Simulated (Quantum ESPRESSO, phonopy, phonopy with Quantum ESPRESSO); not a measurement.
# GaP (F-43m): phonons against volume, part 2 of 3

Aim: how the vibrations of GaP shift with volume, and the expansion that follows.

Measurements to reproduce:
- volume expansion coefficient 15.9 1e-6/K, heat capacity C_P per formula unit 44.2 J/mol/K and bulk modulus 88.7 GPa near room temperature (given in “High-Throughput Prediction of Finite-Temperature Properties using the Quasi-Harmonic Approximation”, 2016, arXiv:1603.06924)

Quantum ESPRESSO 7.5; DFT PBE+D3(BJ), scalar-relativistic, plane waves, GBRV ultrasoft pseudopotentials.

So far. Step 15 (Ground state at this cell, V/V0 0.985): The run ends at a pressure of 1.32 GPa. Step 17 (Born charges and dielectric tensor): The Born charges sum to zero within 0.098 e; the rest is removed before use. Acoustic frequencies in this log differ from zero by the error of the sum rule, which ph.x does not impose.

**19. Lattice dynamics at this volume, V/V0 0.985**

This step: DFT PBE+D3(BJ), scalar-relativistic, plane waves, GBRV ultrasoft pseudopotentials (phonopy with Quantum ESPRESSO 4.10.0 / 7.5).

It took 2.6 min on 8 threads of Arm Neoverse V2, shared host; 21 min of CPU time.

Phonopy, LO-TO term from ph.x's tensors. Phonon branches along the path, in cm⁻¹:

| point | branch 1 | branch 2 | branch 3 | branch 4 | branch 5 | branch 6 |
| --- | --- | --- | --- | --- | --- | --- |
| Γ | 0 | 0 | 0 | 368 | 368 | 400 |
| halfway | 70 | 70 | 169 | 368 | 368 | 391 |
| X | 96 | 96 | 255 | 368 | 368 | 371 |
| halfway | 95 | 116 | 248 | 362 | 368 | 378 |
| U | 92 | 148 | 232 | 355 | 368 | 383 |
| jump to K | 92 | 148 | 232 | 355 | 368 | 383 |
| halfway | 60 | 103 | 168 | 367 | 370 | 386 |
| Γ | 0 | 0 | 0 | 368 | 368 | 400 |
| halfway | 53 | 53 | 158 | 367 | 367 | 392 |
| L | 75 | 75 | 235 | 367 | 367 | 376 |
| halfway | 88 | 135 | 224 | 358 | 368 | 382 |
| W | 117 | 148 | 225 | 350 | 372 | 382 |
| halfway | 107 | 121 | 242 | 357 | 370 | 379 |
| X | 96 | 96 | 255 | 368 | 368 | 371 |

No mode is imaginary beyond numerical noise along the path. The highest zone-centre mode (no LO–TO term) moved by +1.8 % for a volume change of -1.5 %.

The time given is that of the 2 pw.x runs on displaced cells behind this step.

**20. Ground state at this cell, V/V0 1.03**

This step: DFT PBE+D3(BJ), scalar-relativistic, plane waves, GBRV ultrasoft pseudopotentials (Quantum ESPRESSO 7.5).

System of this step: GaP. Symmetry: F-43m, No. 216, cubic system. The conventional cell has a = 5.490 Å, b = 5.490 Å, c = 5.490 Å, α = 90.00°, β = 90.00°, γ = 90.00°. Nearest to Ga lie 4 P at 2.38 Å. P has 4 Ga at 2.38 Å nearest. Farther neighbours are not listed.

Contents of scf.in:

```
 &control
    calculation='scf',
    prefix='x',
    outdir='./tmp',
    pseudo_dir='./pseudo',
    tprnfor=.true.,
    tstress=.true.,
 /
 &system
    ibrav=0,
    nat=2,
    ntyp=2,
    ecutwfc=45.0,
    ecutrho=270.0,
    occupations='fixed',
    nbnd=14,
    vdw_corr='grimme-d3',
    dftd3_version=4,
    dftd3_threebody=.false.,
 /
 &electrons
    conv_thr=1.0d-12,
    mixing_beta=0.7,
    electron_maxstep=100,
 /
ATOMIC_SPECIES
 Ga     69.7230  Ga.upf
 P      30.9738  P.upf
CELL_PARAMETERS angstrom
     0.000000000    2.745145784    2.745145784
     2.745145784    0.000000000    2.745145784
     2.745145784    2.745145784    0.000000000
ATOMIC_POSITIONS crystal
 Ga     0.000000000   0.000000000   0.000000000
 P      0.250000000   0.250000000   0.250000000
K_POINTS automatic
 8 8 8 0 0 0
```

Command:

```console
OMP_NUM_THREADS=1 mpirun -n 8 pw.x -nk 8 -in scf.in > scf.out
```

Elapsed: 3.3 s, on 8 MPI ranks.

The run ends at a pressure of -2.37 GPa.

**21. Ph1.030 field d3hess**

Contents of d3hess.in:

```
 &input
    prefix='x',
    outdir='./tmp',
    step=0.001,
 /
```

Command:

```console
d3hess.x -in d3hess.in > d3hess.out
```

It took 1.6 s on 1 thread.

**22. Zone-centre response**

Contents of ph.in:

```
phonons
 &inputph
    prefix='x',
    outdir='./tmp',
    fildyn='x.dyn',
    tr2_ph=1.0d-18,
    epsil=.true.,
 /
0.000000000 0.000000000 0.000000000
```

scf.in is that of step 20.

Command:

```console
OMP_NUM_THREADS=1 mpirun -n 8 ph.x -nk 8 -in ph.in > ph.out
```

Elapsed: 49 s, on 8 MPI ranks; 6.5 min of CPU time.

The Born charges sum to zero within 0.10 e; the rest is removed before use. Acoustic frequencies in this log differ from zero by the error of the sum rule, which ph.x does not impose.

**23. Forces on a displaced cell**

System of this step: GaP. It takes space group Cm (No. 8, monoclinic). Conventional cell: a = 13.448 Å, b = 7.764 Å, c = 7.764 Å, α = 90.00°, β = 125.26°, γ = 90.00°. Nearest to Ga lie 4 P at 2.36 to 2.39 Å. Ga has 4 P at 2.38 Å nearest. Ga has 4 P at 2.38 Å nearest. Farther neighbours are not listed.

Contents of disp-00001.in:

```
 &control
    calculation='scf',
    prefix='x',
    outdir='./tmp',
    pseudo_dir='./pseudo',
    tprnfor=.true.,
    disk_io='none',
 /
 &system
    ibrav=0,
    nat=16,
    ntyp=2,
    ecutwfc=45.0,
    ecutrho=270.0,
    occupations='fixed',
    nbnd=98,
    vdw_corr='grimme-d3',
    dftd3_version=4,
    dftd3_threebody=.false.,
 /
 &electrons
    conv_thr=1.0d-11,
    mixing_beta=0.7,
    electron_maxstep=100,
 /
ATOMIC_SPECIES
 Ga     69.7230  Ga.upf
 P      30.9738  P.upf
CELL_PARAMETERS angstrom
     0.000000000    5.490291568    5.490291568
     5.490291568    0.000000000    5.490291568
     5.490291568    5.490291568    0.000000000
ATOMIC_POSITIONS crystal
 Ga     0.002575844   0.000000000   0.000000000
 Ga     0.500000000   0.000000000   0.000000000
 Ga     0.000000000   0.500000000   0.000000000
 Ga     0.500000000   0.500000000   0.000000000
 Ga     0.000000000   0.000000000   0.500000000
 Ga     0.500000000   0.000000000   0.500000000
 Ga     0.000000000   0.500000000   0.500000000
 Ga     0.500000000   0.500000000   0.500000000
 P      0.125000000   0.125000000   0.125000000
 P      0.625000000   0.125000000   0.125000000
 P      0.125000000   0.625000000   0.125000000
 P      0.625000000   0.625000000   0.125000000
 P      0.125000000   0.125000000   0.625000000
 P      0.625000000   0.125000000   0.625000000
 P      0.125000000   0.625000000   0.625000000
 P      0.625000000   0.625000000   0.625000000
K_POINTS automatic
 3 3 3 0 0 0
```

Command:

```console
OMP_NUM_THREADS=1 mpirun -n 4 pw.x -nk 4 -in disp-00001.in > disp-00001.out
```

Wall time 2.8 min (4 MPI ranks).

**24. Phonons, V/V0 1.03**

This step: DFT PBE+D3(BJ), scalar-relativistic, plane waves, GBRV ultrasoft pseudopotentials (phonopy with Quantum ESPRESSO 4.10.0 / 7.5).

The job ended after 2.8 min (8 threads).

Phonopy, LO-TO term from ph.x's tensors. Phonon branches along the path, in cm⁻¹:

| point | branch 1 | branch 2 | branch 3 | branch 4 | branch 5 | branch 6 |
| --- | --- | --- | --- | --- | --- | --- |
| Γ | 0 | 0 | 0 | 348 | 348 | 382 |
| halfway | 73 | 73 | 162 | 346 | 346 | 372 |
| X | 101 | 101 | 244 | 345 | 345 | 352 |
| halfway | 100 | 119 | 238 | 341 | 345 | 355 |
| U | 96 | 150 | 221 | 336 | 345 | 359 |
| jump to K | 96 | 150 | 221 | 336 | 345 | 359 |
| halfway | 63 | 103 | 161 | 346 | 348 | 366 |
| Γ | 0 | 0 | 0 | 348 | 348 | 382 |
| halfway | 56 | 56 | 152 | 347 | 347 | 372 |
| L | 79 | 79 | 227 | 345 | 345 | 356 |
| halfway | 92 | 135 | 215 | 339 | 346 | 358 |
| W | 118 | 151 | 213 | 332 | 348 | 358 |
| halfway | 110 | 124 | 232 | 338 | 347 | 356 |
| X | 101 | 101 | 244 | 345 | 345 | 352 |

No mode is imaginary beyond numerical noise along the path. The highest zone-centre mode (no LO–TO term) moved by -3.5 % for a volume change of +3.0 %.

The time given is that of the 2 pw.x runs on displaced cells behind this step.

**25. Self-consistent run, V/V0 0.97**

This step: DFT PBE+D3(BJ), scalar-relativistic, plane waves, GBRV ultrasoft pseudopotentials (Quantum ESPRESSO 7.5).

System of this step: GaP. The structure is cubic, space group F-43m (No. 216). The conventional cell has a = 5.382 Å, b = 5.382 Å, c = 5.382 Å, α = 90.00°, β = 90.00°, γ = 90.00°. Nearest to Ga lie 4 P at 2.33 Å. Nearest to P lie 4 Ga at 2.33 Å. Farther neighbours are not listed.

Changes to scf.in since step 22:

```diff
@@ -29,5 +29,5 @@
 CELL_PARAMETERS angstrom
-     0.000000000    2.745145784    2.745145784
-     2.745145784    0.000000000    2.745145784
-     2.745145784    2.745145784    0.000000000
+     0.000000000    2.690772102    2.690772102
+     2.690772102    0.000000000    2.690772102
+     2.690772102    2.690772102    0.000000000
 ATOMIC_POSITIONS crystal
```

Command:

```console
OMP_NUM_THREADS=1 mpirun -n 8 pw.x -nk 8 -in scf.in > scf.out
```

Elapsed: 3.2 s, on 8 MPI ranks; 25 s of CPU time.

The run ends at a pressure of 2.76 GPa.

**26. Ph0.970 field d3hess**

d3hess.in is that of step 21.

Command:

```console
d3hess.x -in d3hess.in > d3hess.out
```

Elapsed: 1.7 s, on 1 thread.

**27. Born charges and dielectric tensor**

ph.in is that of step 22.

scf.in is that of step 25.

Command:

```console
OMP_NUM_THREADS=1 mpirun -n 8 ph.x -nk 8 -in ph.in > ph.out
```

The job ended after 48 s (8 MPI ranks).

The Born charges sum to zero within 0.097 e; the rest is removed before use. Acoustic frequencies in this log differ from zero by the error of the sum rule, which ph.x does not impose.

**28. Forces on a displaced cell**

System of this step: GaP. It takes space group Cm (No. 8, monoclinic). The conventional cell has a = 13.182 Å, b = 7.611 Å, c = 7.611 Å, α = 90.00°, β = 125.26°, γ = 90.00°. Nearest to Ga lie 4 P at 2.31 to 2.35 Å. Nearest to Ga lie 4 P at 2.33 Å. Ga has 4 P at 2.33 Å nearest. Farther neighbours are not listed.

Changes to disp-00001.in since step 23:

```diff
@@ -29,7 +29,7 @@
 CELL_PARAMETERS angstrom
-     0.000000000    5.490291568    5.490291568
-     5.490291568    0.000000000    5.490291568
-     5.490291568    5.490291568    0.000000000
+     0.000000000    5.381544205    5.381544205
+     5.381544205    0.000000000    5.381544205
+     5.381544205    5.381544205    0.000000000
 ATOMIC_POSITIONS crystal
- Ga     0.002575844   0.000000000   0.000000000
+ Ga     0.002627895   0.000000000   0.000000000
  Ga     0.500000000   0.000000000   0.000000000
```

Command:

```console
OMP_NUM_THREADS=1 mpirun -n 4 pw.x -nk 4 -in disp-00001.in > disp-00001.out
```

The job ended after 2.6 min (4 MPI ranks).

**29. Phonons, V/V0 0.97**

This step: DFT PBE+D3(BJ), scalar-relativistic, plane waves, GBRV ultrasoft pseudopotentials (phonopy with Quantum ESPRESSO 4.10.0 / 7.5).

It took 2.7 min on 8 threads.

Phonopy, LO-TO term from ph.x's tensors. The phonon branches at the labelled points (cm⁻¹):

| point | branch 1 | branch 2 | branch 3 | branch 4 | branch 5 | branch 6 |
| --- | --- | --- | --- | --- | --- | --- |
| Γ | 0 | 0 | 0 | 375 | 375 | 407 |
| halfway | 68 | 68 | 172 | 375 | 375 | 398 |
| X | 94 | 94 | 259 | 377 | 377 | 378 |
| halfway | 93 | 114 | 252 | 368 | 377 | 386 |
| U | 90 | 148 | 236 | 362 | 376 | 391 |
| jump to K | 90 | 148 | 236 | 362 | 376 | 391 |
| halfway | 59 | 103 | 170 | 374 | 377 | 393 |
| Γ | 0 | 0 | 0 | 375 | 375 | 407 |
| halfway | 52 | 52 | 160 | 375 | 375 | 399 |
| L | 73 | 73 | 238 | 375 | 375 | 384 |
| halfway | 87 | 134 | 227 | 365 | 376 | 390 |
| W | 116 | 147 | 229 | 357 | 380 | 390 |
| halfway | 106 | 120 | 246 | 364 | 378 | 387 |
| X | 94 | 94 | 259 | 377 | 377 | 378 |

No mode is imaginary beyond numerical noise along the path. The highest zone-centre mode (no LO–TO term) moved by +3.8 % for a volume change of -3.0 %.

The time given is that of the 2 pw.x runs on displaced cells behind this step.

**30. Ground state at this cell, V/V0 1.05**

This step: DFT PBE+D3(BJ), scalar-relativistic, plane waves, GBRV ultrasoft pseudopotentials (Quantum ESPRESSO 7.5).

System of this step: GaP. The structure is cubic, space group F-43m (No. 216). Conventional cell: a = 5.526 Å, b = 5.526 Å, c = 5.526 Å, α = 90.00°, β = 90.00°, γ = 90.00°. Ga has 4 P at 2.39 Å nearest. P has 4 Ga at 2.39 Å nearest. Farther neighbours are not listed.

Changes to scf.in since step 27:

```diff
@@ -29,5 +29,5 @@
 CELL_PARAMETERS angstrom
-     0.000000000    2.690772102    2.690772102
-     2.690772102    0.000000000    2.690772102
-     2.690772102    2.690772102    0.000000000
+     0.000000000    2.762799940    2.762799940
+     2.762799940    0.000000000    2.762799940
+     2.762799940    2.762799940    0.000000000
 ATOMIC_POSITIONS crystal
```

Command:

```console
OMP_NUM_THREADS=1 mpirun -n 8 pw.x -nk 8 -in scf.in > scf.out
```

It took 3.3 s on 8 MPI ranks; 25 s of CPU time.

The run ends at a pressure of -3.74 GPa.

**31. Ph1.050 field d3hess**

d3hess.in is that of step 26.

Command:

```console
d3hess.x -in d3hess.in > d3hess.out
```

It took 1.6 s on 1 thread.

**32. The ladder**

**33. Zone-centre response**

ph.in is that of step 27.

scf.in is that of step 30.

Command:

```console
OMP_NUM_THREADS=1 mpirun -n 8 ph.x -nk 8 -in ph.in > ph.out
```

Wall time 52 s (8 MPI ranks); 6.9 min of CPU time.

ε∞:

```
11.81  0.00  0.00
 0.00 11.81  0.00
 0.00  0.00 11.81
```

The Born charges sum to zero within 0.11 e; the rest is removed before use. Acoustic frequencies in this log differ from zero by the error of the sum rule, which ph.x does not impose.

**34. Forces on a displaced cell**

System of this step: GaP. It takes space group Cm (No. 8, monoclinic). Conventional cell: a = 13.535 Å, b = 7.814 Å, c = 7.814 Å, α = 90.00°, β = 125.26°, γ = 90.00°. Ga has 4 P at 2.38 to 2.41 Å nearest. Ga has 4 P at 2.39 Å nearest. Nearest to Ga lie 4 P at 2.39 Å. Ga has 4 P at 2.39 Å nearest. Farther neighbours are not listed.

Changes to disp-00001.in since step 28:

```diff
@@ -29,7 +29,7 @@
 CELL_PARAMETERS angstrom
-     0.000000000    5.381544205    5.381544205
-     5.381544205    0.000000000    5.381544205
-     5.381544205    5.381544205    0.000000000
+     0.000000000    5.525599880    5.525599880
+     5.525599880    0.000000000    5.525599880
+     5.525599880    5.525599880    0.000000000
 ATOMIC_POSITIONS crystal
- Ga     0.002627895   0.000000000   0.000000000
+ Ga     0.002559385   0.000000000   0.000000000
  Ga     0.500000000   0.000000000   0.000000000
```

Command:

```console
OMP_NUM_THREADS=1 mpirun -n 4 pw.x -nk 4 -in disp-00001.in > disp-00001.out
```

Elapsed: 2.7 min, on 4 MPI ranks.

**35. Lattice dynamics at this volume, V/V0 1.05**

This step: DFT PBE+D3(BJ), scalar-relativistic, plane waves, GBRV ultrasoft pseudopotentials (phonopy with Quantum ESPRESSO 4.10.0 / 7.5).

Wall time 2.9 min (8 threads); 23 min of CPU time.

Phonopy, LO-TO term from ph.x's tensors. Phonon branches along the path, in cm⁻¹:

| point | branch 1 | branch 2 | branch 3 | branch 4 | branch 5 | branch 6 |
| --- | --- | --- | --- | --- | --- | --- |
| Γ | 0 | 0 | 0 | 340 | 340 | 374 |
| halfway | 74 | 74 | 159 | 337 | 337 | 364 |
| X | 103 | 103 | 240 | 335 | 335 | 344 |
| halfway | 102 | 120 | 233 | 332 | 335 | 346 |
| U | 98 | 150 | 216 | 328 | 335 | 349 |
| jump to K | 98 | 150 | 216 | 328 | 335 | 349 |
| halfway | 64 | 103 | 158 | 338 | 340 | 358 |
| Γ | 0 | 0 | 0 | 340 | 340 | 374 |
| halfway | 57 | 57 | 149 | 338 | 338 | 364 |
| L | 80 | 80 | 223 | 336 | 336 | 347 |
| halfway | 93 | 135 | 211 | 331 | 336 | 348 |
| W | 119 | 152 | 208 | 324 | 338 | 348 |
| halfway | 111 | 125 | 227 | 329 | 337 | 347 |
| X | 103 | 103 | 240 | 335 | 335 | 344 |

No mode is imaginary beyond numerical noise along the path. The highest zone-centre mode (no LO–TO term) moved by -5.8 % for a volume change of +5.0 %.

The time given is that of the 2 pw.x runs on displaced cells behind this step.

**36. How the modes move with volume**

This step: DFT PBE+D3(BJ), scalar-relativistic, plane waves, GBRV ultrasoft pseudopotentials (phonopy 4.10.0).

This step gave:

* share of modes with a negative Grüneisen parameter: 0.332

Mean Grüneisen, by row:

| T (K) | heat-capacity-weighted mean | root mean square |
| --- | --- | --- |
| 50 | -0.62 | 0.921 |
| 100 | -0.065 | 0.974 |
| 200 | 0.386 | 1.077 |
| 300 | 0.494 | 1.104 |
| 500 | 0.551 | 1.118 |
| 800 | 0.571 | 1.123 |

The mean mode Grueneisen parameter by wavenumber:

| wavenumber (cm⁻¹) | mean mode Grueneisen parameter |
| --- | --- |
| 7 | - |
| 20 | -1.16 |
| 33 | -0.943 |
| 46 | -0.917 |
| 59 | -1.04 |
| 72 | -1.04 |
| 85 | -0.929 |
| 98 | -0.741 |
| 112 | -0.372 |
| 125 | -0.124 |
| 138 | -0.03 |
| 151 | -0.0058 |
| 164 | 0.861 |
| 177 | 0.948 |
| 190 | 0.938 |
| 203 | 0.958 |
| 216 | 0.999 |
| 230 | 0.983 |
| 243 | 0.993 |
| 256 | - |
| 269 | - |
| 282 | - |
| 295 | - |
| 308 | - |
| 322 | - |
| 335 | - |
| 348 | 1.23 |
| 361 | 1.35 |
| 374 | 1.34 |
| 387 | 1.11 |

Volume series, by row:

| V/V0 | V (Å³/atom) | pressure (GPa) | E - E0 (meV/atom) | gap (eV) | zero-point energy (meV/atom) | lowest on the path (cm⁻¹) | highest at Gamma without the LO-TO term (cm⁻¹) |
| --- | --- | --- | --- | --- | --- | --- | --- |
| 0.97 | 19.48 | 2.765 | 6.807 | 1.576 | 47.58 | 0 | 374.6 |
| 0.985 | 19.78 | 1.318 | 2.11 | 1.609 | 46.85 | 0 | 367.7 |
| 1 | 20.08 | -0.014 | 0 | 1.634 | 46.15 | 0 | 361.1 |
| 1.015 | 20.39 | -1.243 | 0.339 | 1.653 | 45.44 | 0 | 354.6 |
| 1.03 | 20.69 | -2.372 | 2.829 | 1.608 | 44.75 | 0 | 348.3 |
| 1.05 | 21.09 | -3.744 | 9.447 | 1.489 | 43.84 | 0 | 340.2 |

Table of optical frequency at Gamma without the LO-TO term, mode 4 by V/V0:

| V/V0 | optical frequency at Gamma without the LO-TO term, mode 4 (cm⁻¹) |
| --- | --- |
| 0.9700 | 375 |
| 0.9850 | 368 |
| 1.0000 | 361 |
| 1.0150 | 355 |
| 1.0300 | 348 |
| 1.0500 | 340 |

[end of part 2 of 3]

[Logs are printed without paths, hosts, clocks, repeated set-up lines and the standing remarks that a program may print on its own settings, such as how far it seeks lower states.]

[Hosts, paths, dates, database ids (printed as entryN), source tags and the programs' standing remarks are cut or masked in the printed files.]

[A step with changed settings may run another functional than the one named; its input shows which.]

[Of the runs on displaced cells, only some may be shown.]
